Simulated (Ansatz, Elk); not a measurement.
**Bonding as seen by X-rays: RbZnCl3**

Structure refinements treat a crystal as free atoms side by side. For a made-up structure of RbZnCl3 (cell and positions from a PBE relaxation) the runs below show what the calculated density changes in F(hkl).

Calculated with Elk 11.2.3 (patched build); DFT, PBE, all-electron APW+lo, Dirac cores, scalar-relativistic bands, static density, no spin.

The structure was built from a prototype and need not be the compound's stable phase.

### 1. Starting point

It takes space group Pm-3m (No. 221, cubic). The conventional cell has a = 5.007 Å, b = 5.007 Å, c = 5.007 Å, α = 90.00°, β = 90.00°, γ = 90.00°. Rb has 12 Cl at 3.54 Å nearest. Nearest to Zn lie 6 Cl at 2.50 Å. Cl has 2 Zn at 2.50 Å and 4 Rb at 3.54 Å nearest. Farther neighbours and most contacts between anions are not listed.

Coordinates:

```cif
data_structure
_symmetry_space_group_name_H-M 'Pm-3m'
_symmetry_Int_Tables_number 221
_cell_length_a 5.0073
_cell_length_b 5.0073
_cell_length_c 5.0073
_cell_angle_alpha 90.000
_cell_angle_beta 90.000
_cell_angle_gamma 90.000
_cell_volume 125.55
loop_
_atom_site_label
_atom_site_type_symbol
_atom_site_symmetry_multiplicity
_atom_site_Wyckoff_symbol
_atom_site_fract_x
_atom_site_fract_y
_atom_site_fract_z
_atom_site_occupancy
Rb1 Rb 1 a 0.00000 0.00000 0.00000 1
Zn1 Zn 1 b 0.50000 0.50000 0.50000 1
Cl1 Cl 3 c 0.50000 0.00000 0.50000 1
```

### 2. Ground state and structure factors

An all-electron density is needed, since X-rays see the cores too. Task 0 finds the density and task 195 Fourier-transforms it; tshift is off so that phases refer to the origin typed.

elk.in reads:

```
tasks
  0
  195

xctype
  20

spinpol
  .false.

rgkmax
  7.0

gmaxvr
  14.0

lmaxo
  7

lmaxapw
  8

swidth
  0.002

tshift
  .false.

ramdisk
  .false.

hmaxvr
  5.5

maxscl
  120

epspot
  1e-06

sppath
  './'

avec
  9.46234635818 0.00000000000 0.00000000000
  0.00000000000 9.46234635818 0.00000000000
  0.00000000000 0.00000000000 9.46234635818

atoms
  3
  'Rb.in'
  1
  -0.0000000000 0.0000000000 0.0000000000   0.000000 0.000000 0.000000
  'Zn.in'
  1
  0.5000000000 0.5000000000 0.5000000000   0.000000 0.000000 0.000000
  'Cl.in'
  3
  0.5000000000 -0.0000000000 0.5000000000   0.000000 0.000000 0.000000
  0.0000000000 0.5000000000 0.5000000000   0.000000 0.000000 0.000000
  0.5000000000 0.5000000000 -0.0000000000   0.000000 0.000000 0.000000

ngridk
  5 5 5
```

Launch:

```sh
> OMP_NUM_THREADS=4 elk
```

Numbers of over 12 decimals in the logs are rounded to 6 here.

The program printed:

```text
┌─────────────────────────┐
│ Elk code version 11.2.3 │
└─────────────────────────┘

All units are atomic (Hartree, Bohr, etc.)

┌─────────────────────────────────────────────────┐
│ Ground-state run starting from atomic densities │
└─────────────────────────────────────────────────┘

Lattice vectors :
   9.462346358       0.000000000       0.000000000
   0.000000000       9.462346358       0.000000000
   0.000000000       0.000000000       9.462346358

Reciprocal lattice vectors :
  0.6640197969       0.000000000       0.000000000
   0.000000000      0.6640197969       0.000000000
   0.000000000       0.000000000      0.6640197969

Unit cell volume      :    847.2206303
Brillouin zone volume :   0.2927811299

Muffin-tin inner radius fraction :   0.1000000000E-01

Nuclei treated as point charges

Species : 1 (Rb)
 parameters loaded from : Rb.in
 name : rubidium
 nuclear charge    :   -37.00000000
 electronic charge :    37.00000000
 atomic mass :    155798.2686
 muffin-tin radius :    2.600000000
 number of radial points in muffin-tin :   1193
 inner part over the whole radius :   0.9947532429E-02
 number on inner part of muffin-tin    :    847
 approximate nuclear radius :   0.7999050501E-04
 number of mesh points to nuclear radius :    413
 atomic positions (lattice), magnetic fields (Cartesian) :
  1 :   0.00000000  0.00000000  0.00000000    0.00000000  0.00000000  0.00000000

Species : 2 (Zn)
 parameters loaded from : Zn.in
 name : zinc
 nuclear charge    :   -30.00000000
 electronic charge :    30.00000000
 atomic mass :    119233.3130
 muffin-tin radius :    2.400000000
 number of radial points in muffin-tin :    993
 inner part over the whole radius :   0.9843840322E-02
 number on inner part of muffin-tin    :    701
 approximate nuclear radius :   0.7484757725E-04
 number of mesh points to nuclear radius :    337
 atomic positions (lattice), magnetic fields (Cartesian) :
  1 :   0.50000000  0.50000000  0.50000000    0.00000000  0.00000000  0.00000000

Species : 3 (Cl)
 parameters loaded from : Cl.in
 name : chlorine
 nuclear charge    :   -17.00000000
 electronic charge :    17.00000000
 atomic mass :    64626.86550
 muffin-tin radius :    2.200000000
 number of radial points in muffin-tin :    793
 inner part over the whole radius :   0.9992010025E-02
 number on inner part of muffin-tin    :    555
 approximate nuclear radius :   0.6305718926E-04
 number of mesh points to nuclear radius :    253
 atomic positions (lattice), magnetic fields (Cartesian) :
  1 :   0.50000000  0.00000000  0.50000000    0.00000000  0.00000000  0.00000000
  2 :   0.00000000  0.50000000  0.50000000    0.00000000  0.00000000  0.00000000
  3 :   0.50000000  0.50000000  0.00000000    0.00000000  0.00000000  0.00000000

Total number of atoms per unit cell :    5
Total muffin-tin volume :    265.3347267
 ratio of muffin-tin to unit cell volume :   0.3131825610

Spin treatment :
 spin-unpolarised

Number of Bravais lattice symmetries :   48
Number of crystal symmetries         :   48
Crystal has inversion symmetry
Real symmetric eigensolver will be used

k-point grid :      5     5     5
k-point offset :    0.000000000       0.000000000       0.000000000
k-point set is reduced with full crystal symmetry group
Total number of k-points :       10

Muffin-tin radius times maximum |G+k| :    7.000000000
 using average radius
Maximum |G+k| for APW functions       :    3.017241379
Maximum (1/2)|G+k|²                   :    4.551872771
Maximum |G| for potential and density :    14.00000000
Constant for pseudocharge density :    9
 order of it for each species :   16  16  16
 order of it for pair densities of each species (exact exchange by exxq0 0: 17) :   12  10   8
Radial integration step length :    1

G-vector grid sizes :     45    45    45
Number of G-vectors :    39127

Maximum angular momentum used for
 APW functions            :    8
 outer part of muffin-tin :    7
 inner part of muffin-tin :    2

Total nuclear charge    :   -118.0000000
[...]
exchange                    :     -251.90358822041
 correlation                 :     -5.275440
 electron entropic           :    -0.56229523355244E-11
 total energy                :     -6163.7057444229

Density of states at Fermi energy :   0.5953613126E-07
 (states/Hartree/unit cell)

Estimated indirect band gap :   0.8759091366E-01
 from k-point 6 to k-point 1
Estimated direct band gap   :   0.1192400311
 at k-point 1

Charges :
 core                        :    70.00000000
 valence                     :    48.00000000
 interstitial                :    6.839233101
 muffin-tins (core leakage)
  species : 1 (Rb)
   atom 1                    :    35.34083925     (  0.9222179786E-04)
  species : 2 (Zn)
[...]
species : 3 (Cl)
[...]
total in muffin-tins        :    111.1607669
 total calculated charge     :    117.9989763
 total charge                :    118.0000000
 error                       :   0.1023673513E-02

RMS change in Kohn-Sham potential (target) :   0.3127986072     (  0.1000000000E-05)
Absolute change in total energy (target)   :   0.4944689739     (  0.1000000000E-03)

[... loops 3 to 13 left out ...]

┌──────────────────┐
│ Loop number : 14 │
└──────────────────┘

Energies :
 Fermi                       :     0.55082955494114E-01
 sum of occupied eigenvalues :     -3562.9188625373
 electron kinetic            :      6286.8129903399
 core electron kinetic       :      5978.3652961454
 Coulomb                     :     -12191.958416208
 Coulomb potential           :     -9515.7203463606
 nuclear-nuclear             :     -749.29323349843
 electron-nuclear            :     -13383.673678755
 Hartree                     :      1941.0084960462
 Madelung                    :     -7434.0982430274
 xc potential                :     -334.01150651664
 exchange                    :     -251.92447529491
 correlation                 :     -5.279132
 electron entropic           :    -0.10973920114574E-07
 total energy                :     -6162.3490327827

Density of states at Fermi energy :   0.1897361677E-03
 (states/Hartree/unit cell)

Estimated indirect band gap :   0.5312547238E-01
 from k-point 10 to k-point 1
Estimated direct band gap   :   0.6598999454E-01
 at k-point 1

Charges :
 core                        :    70.00000000
 valence                     :    48.00000000
 interstitial                :    6.893077025
 muffin-tins (core leakage)
  species : 1 (Rb)
[...]
species : 2 (Zn)
[...]
species : 3 (Cl)
[...]
total in muffin-tins        :    111.1069230
 total calculated charge     :    117.9989235
 total charge                :    118.0000000
 error                       :   0.1076523938E-02

RMS change in Kohn-Sham potential (target) :   0.2961652905E-06 (  0.1000000000E-05)
Absolute change in total energy (target)   :   0.4561248625E-04 (  0.1000000000E-03)

Convergence targets achieved

┌──────────────────┐
│ Loop number : 15 │
└──────────────────┘

Energies :
 Fermi                       :     0.55083031935771E-01
 sum of occupied eigenvalues :     -3562.9188513292
 electron kinetic            :      6286.8130070165
 core electron kinetic       :      5978.3653030701
 Coulomb                     :     -12191.958424527
 Coulomb potential           :     -9515.7203507377
 nuclear-nuclear             :     -749.29323349843
 electron-nuclear            :     -13383.673690591
 Hartree                     :      1941.0084995627
 Madelung                    :     -7434.0982491579
 xc potential                :     -334.01150760799
 exchange                    :     -251.92447550524
 correlation                 :     -5.279132
 electron entropic           :    -0.10973837720413E-07
 total energy                :     -6162.3490246461

Density of states at Fermi energy :   0.1897346332E-03
 (states/Hartree/unit cell)

Estimated indirect band gap :   0.5312550768E-01
 from k-point 10 to k-point 1
Estimated direct band gap   :   0.6599002526E-01
 at k-point 1

Charges :
 core                        :    70.00000000
 valence                     :    48.00000000
 interstitial                :    6.893077223
 muffin-tins (core leakage)
  species : 1 (Rb)
[...]
species : 2 (Zn)
[...]
species : 3 (Cl)
   atom 1                    :    15.67863937     (  0.1508142545E-04)
   atom 2                    :    15.67863937     (  0.1508142545E-04)
   atom 3                    :    15.67863937     (  0.1508142545E-04)
 total in muffin-tins        :    111.1069228
 total calculated charge     :    117.9989235
 total charge                :    118.0000000
 error                       :   0.1076523916E-02

┌──────────────────────────────┐
│ Self-consistent loop stopped │
└──────────────────────────────┘

Wrote STATE.OUT
```

The job ended after 27 s (4 threads of Arm Neoverse V1, shared host; peak memory 0.19 GiB; 48 s of CPU time).

SFACRHO.OUT:

```text

h k l indices transformed by vhmat matrix:
   1.000000000       0.000000000       0.000000000    
   0.000000000       1.000000000       0.000000000    
   0.000000000       0.000000000       1.000000000    

      h      k      l  multipl.   |H|            Re(F)            Im(F)           |F|

      0      0      0      1   0.0000000       118.00000      0.19961114E-15   118.00000    
      0      0      1      6  0.66401980      -9.1460118      0.60063531E-14   9.1460118    
      0     -1      1     12  0.93906580       44.253221     -0.14335398E-14   44.253221    
     -1     -1     -1      8   1.1501160       44.429423     -0.11098591E-14   44.429423    
      0      0     -2      6   1.3280396       89.784177      0.11750166E-13   89.784177    
     -1     -2      0     24   1.4847934      -6.3633280     -0.11039027E-13   6.3633280    
     -2      1      1     24   1.6265097       39.219542     -0.64011467E-14   39.219542    
     -2      2      0     12   1.8781316       76.744669      0.25114037E-14   76.744669    
     -2      1     -2     24   1.9920594      -5.0349799     -0.52731735E-14   5.0349799    
     -3      0      0      6   1.9920594      -4.9867040     -0.14540248E-13   4.9867040    
      0      3     -1     24   2.0998150       35.398218     -0.48411719E-14   35.398218    
      3     -1      1     24   2.2023045       31.522717      0.82766870E-16   31.522717    
      2      2      2      8   2.3002321       69.071105     -0.27368693E-13   69.071105    
      0      3     -2     24   2.3941574      -4.1267517      0.87400225E-14   4.1267517    
     -3      1      2     48   2.4845346       32.431277      0.29859306E-14   32.431277    
      4      0      0      6   2.6560792       63.893922     -0.16551332E-13   63.893922    
     -1      0      4     24   2.7378238      -3.5713990      0.42809186E-14   3.5713990    
      2     -3     -2     24   2.7378238      -3.4585080     -0.11542068E-13   3.4585080
```

Elk indexes on the primitive cell of elk.in and gives |H| = 4π sin θ/λ in inverse bohr. Below, one row stands for each form hkl of the conventional cell (m members, Friedel mates merged), F is for one primitive cell and the density is static (no thermal factor). Free-atom factors are Waasmaier and Kirfel's, and R is Σm||F|−|F'||/Σm|F|.

```
hkl   m  sin θ/λ (Å⁻¹)  abs F, DFT  neutral atoms   diff.    ions   diff.
100   6          0.100       9.146          9.266  -0.120   8.758  +0.388
110  12          0.141      44.253         44.635  -0.382  44.065  +0.188
111   8          0.173      44.429         43.867  +0.562  44.240  +0.189
200   6          0.200      89.784         89.670  +0.114  89.675  +0.109
210  24          0.223       6.363          6.453  -0.089   6.481  -0.118
211  24          0.245      39.219         39.289  -0.069  39.450  -0.230
220  12          0.282      76.745         76.915  -0.171  76.893  -0.149
221  24          0.300       5.035          5.153  -0.118   5.253  -0.218
300   6          0.300       4.987          5.153  -0.166   5.253  -0.266
310  24          0.316      35.398         35.473  -0.075  35.647  -0.249
311  24          0.331      31.523         31.554  -0.031  31.282  +0.241
222   8          0.346      69.071         69.238  -0.167  69.236  -0.165
320  24          0.360       4.127          4.224  -0.097   4.314  -0.187
321  48          0.374      32.431         32.474  -0.043  32.607  -0.176
400   6          0.399      63.894         63.939  -0.045  63.955  -0.061
410  24          0.412       3.571          3.503  +0.068   3.569  +0.002
322  24          0.412       3.458          3.503  -0.045   3.569  -0.111
330  12          0.424      29.986         30.033  -0.047  30.119  -0.133
411  24          0.424      30.123         30.033  +0.090  30.119  +0.004
331  24          0.435      28.069         28.148  -0.079  28.042  +0.026
420  24          0.447      59.851         59.923  -0.072  59.946  -0.095
421  48          0.458       2.985          2.936  +0.050   2.977  +0.008
```

The ions are Rb+, Zn2+ and Cl−, by formal charge.

### 3. The highest occupied states alone

An energy window below the Fermi level keeps the highest occupied states, to see at which angles they scatter; shallow core shells can lie inside it and anion s states outside. No new self-consistency is needed.

elk.in: that of step 2 with these lines changed.

```diff
@@ -1,3 +1,2 @@
 tasks
-  0
   195
@@ -40,2 +39,5 @@
 
+wsfac
+  -0.385910 0.355080
+
 sppath
```

Launch:

```sh
> OMP_NUM_THREADS=4 elk
```

The program printed:

```text
┌─────────────────────────────────┐
│ Elk code version 11.2.3 started │
└─────────────────────────────────┘

Info(readinput): the functional depends on the density's gradient
 muffin-tin radial points multiplied by    2.00000
 (not where nrmtscf is given)

┌────────────────────┐
│ Current task : 195 │
└────────────────────┘

Info(sfacrho): density structure factors written to SFACRHO.OUT

 Energy window :  -0.3859100000      0.3550800000

┌──────────────────┐
│ Elk code stopped │
└──────────────────┘
```

Elapsed: 16 s, on 4 threads; peak memory 0.15 GiB.

States within 12 eV below the Fermi level hold 34.00 electrons; any levels below the window count with the cores. Their amplitudes can exceed the total, where window and core parts have opposite phase:

```
hkl  sin θ/λ (Å⁻¹)  abs F, window  abs F, all
100          0.100          9.186       9.146
110          0.141          9.406      44.253
111          0.173          1.538      44.429
200          0.200         14.854      89.784
210          0.223          6.681       6.363
211          0.245          6.922      39.219
220          0.282          7.958      76.745
221          0.300          5.405       5.035
300          0.300          5.236       4.987
310          0.316          5.184      35.398
```

### 4. Another functional

The difference from free atoms is small, so it is set against the change that LDA (Perdew-Wang) makes.

elk.in: that of step 3 with these lines changed.

```diff
@@ -1,2 +1,3 @@
 tasks
+  0
   195
@@ -4,3 +5,3 @@
 xctype
-  20
+  3
 
@@ -39,5 +40,2 @@
 
-wsfac
-  -0.385910 0.355080
-
 sppath
```

Launch:

```sh
> OMP_NUM_THREADS=4 elk
```

The program printed:

```text
┌─────────────────────────┐
│ Elk code version 11.2.3 │
└─────────────────────────┘

All units are atomic (Hartree, Bohr, etc.)

┌─────────────────────────────────────────────────┐
│ Ground-state run starting from atomic densities │
└─────────────────────────────────────────────────┘

Lattice vectors :
   9.462346358       0.000000000       0.000000000
   0.000000000       9.462346358       0.000000000
   0.000000000       0.000000000       9.462346358

Reciprocal lattice vectors :
  0.6640197969       0.000000000       0.000000000
[...]
interstitial                :    7.009935998
 muffin-tins (core leakage)
  species : 1 (Rb)
[...]
species : 2 (Zn)
[...]
species : 3 (Cl)
[...]
atom 2                    :    15.63578113     (  0.7562043223E-05)
   atom 3                    :    15.63578113     (  0.7562043223E-05)
 total in muffin-tins        :    110.9900640
 total calculated charge     :    117.9989589
 total charge                :    118.0000000
 error                       :   0.1041077932E-02

┌──────────────────────────────┐
│ Self-consistent loop stopped │
└──────────────────────────────┘

Wrote STATE.OUT
[key lines of the parts left out:]
total energy                :     -6152.2340830256
```

Wall time 17 s (4 threads); peak memory 0.16 GiB.

Against the first run R = 0.08 %; the largest change is -0.086 at 111.

### 5. Basis size

A smaller basis shows how fast F responds to it; the change is likely larger than the basis error of the first run, but doesn't show convergence.

elk.in: that of step 4 with these lines changed.

```diff
@@ -5,3 +5,3 @@
 xctype
-  3
+  20
 
@@ -11,3 +11,3 @@
 rgkmax
-  7.0
+  5.5
```

Launch:

```sh
> OMP_NUM_THREADS=4 elk
```

The program printed:

```text
┌─────────────────────────┐
│ Elk code version 11.2.3 │
└─────────────────────────┘

All units are atomic (Hartree, Bohr, etc.)

┌─────────────────────────────────────────────────┐
│ Ground-state run starting from atomic densities │
└─────────────────────────────────────────────────┘

Lattice vectors :
   9.462346358       0.000000000       0.000000000
   0.000000000       9.462346358       0.000000000
   0.000000000       0.000000000       9.462346358

Reciprocal lattice vectors :
  0.6640197969       0.000000000       0.000000000
[...]
interstitial                :    7.061537507
 muffin-tins (core leakage)
  species : 1 (Rb)
[...]
species : 2 (Zn)
[...]
species : 3 (Cl)
[...]
atom 2                    :    15.63568819     (  0.1498350968E-04)
   atom 3                    :    15.63568819     (  0.1498350968E-04)
 total in muffin-tins        :    110.9384625
 total calculated charge     :    117.9993133
 total charge                :    118.0000000
 error                       :   0.6867154651E-03

┌──────────────────────────────┐
│ Self-consistent loop stopped │
└──────────────────────────────┘

Wrote STATE.OUT
[key lines of the parts left out:]
total energy                :     -6162.2512019334
```

Elapsed: 24 s, on 4 threads; peak memory 0.19 GiB.

Against the first run R = 0.04 %; the largest change is -0.065 at 200.

### 6. Settings against the effect

```
              run  R against the first run (%)  R against neutral atoms, low angle (%)  wall time
    PBE, rgkmax 7                         0.00                                    0.55       27 s
LDA (Perdew-Wang)                         0.08                                    0.55       17 s
       rgkmax 5.5                         0.04                                    0.54       24 s
```

### 7. Outcome

```
R against neutral atoms, sin θ/λ < 0.3 Å⁻¹ : 0.55 %
R against neutral atoms, 0.3 to 0.82 Å⁻¹   : 0.21 %
R against ions, below 0.3 Å⁻¹              : 0.65 %
```

**Reading.** Independent neutral atoms miss the calculated amplitudes by R = 0.55 % below 0.3 Å⁻¹ and 0.21 % from there to 0.82 Å⁻¹; by shells, 0.91 % below 0.15 Å⁻¹ (2 forms), 0.49 % 0.15 to 0.3 (7 forms), 0.23 % 0.3 to 0.45 (12 forms), 0.21 % above 0.45 (67 forms). Bonding, aspherical density and the tables' own atoms all enter these figures, and the runs don't part them. The largest change of an amplitude is +0.56 electrons, at 111. Formal ions give R = 0.65 % at low angle, further off than neutral atoms. The window's part falls from 34.0 electrons at the origin to at most 3.21 between 0.45 and 0.82 Å⁻¹, where compact states inside the window still scatter. Below 0.3 Å⁻¹ the changes that finished (LDA (Perdew-Wang) and rgkmax 5.5) move F by R = 0.08 % at most, against the 0.55 % that separates it from free atoms. The k-mesh has no finished test. Part of the difference isn't bonding: the tables are fits to free atoms and ions calculated by other methods than this functional. Thermal motion, anomalous dispersion and extinction are left out.

[Logs are printed without paths, hosts, clocks, repeated set-up lines and the standing remarks that a program may print on its own settings, such as how far it seeks lower states.]

[Hosts, paths, dates, database ids (printed as entryN), source tags and the programs' standing remarks are cut or masked in the printed files.]
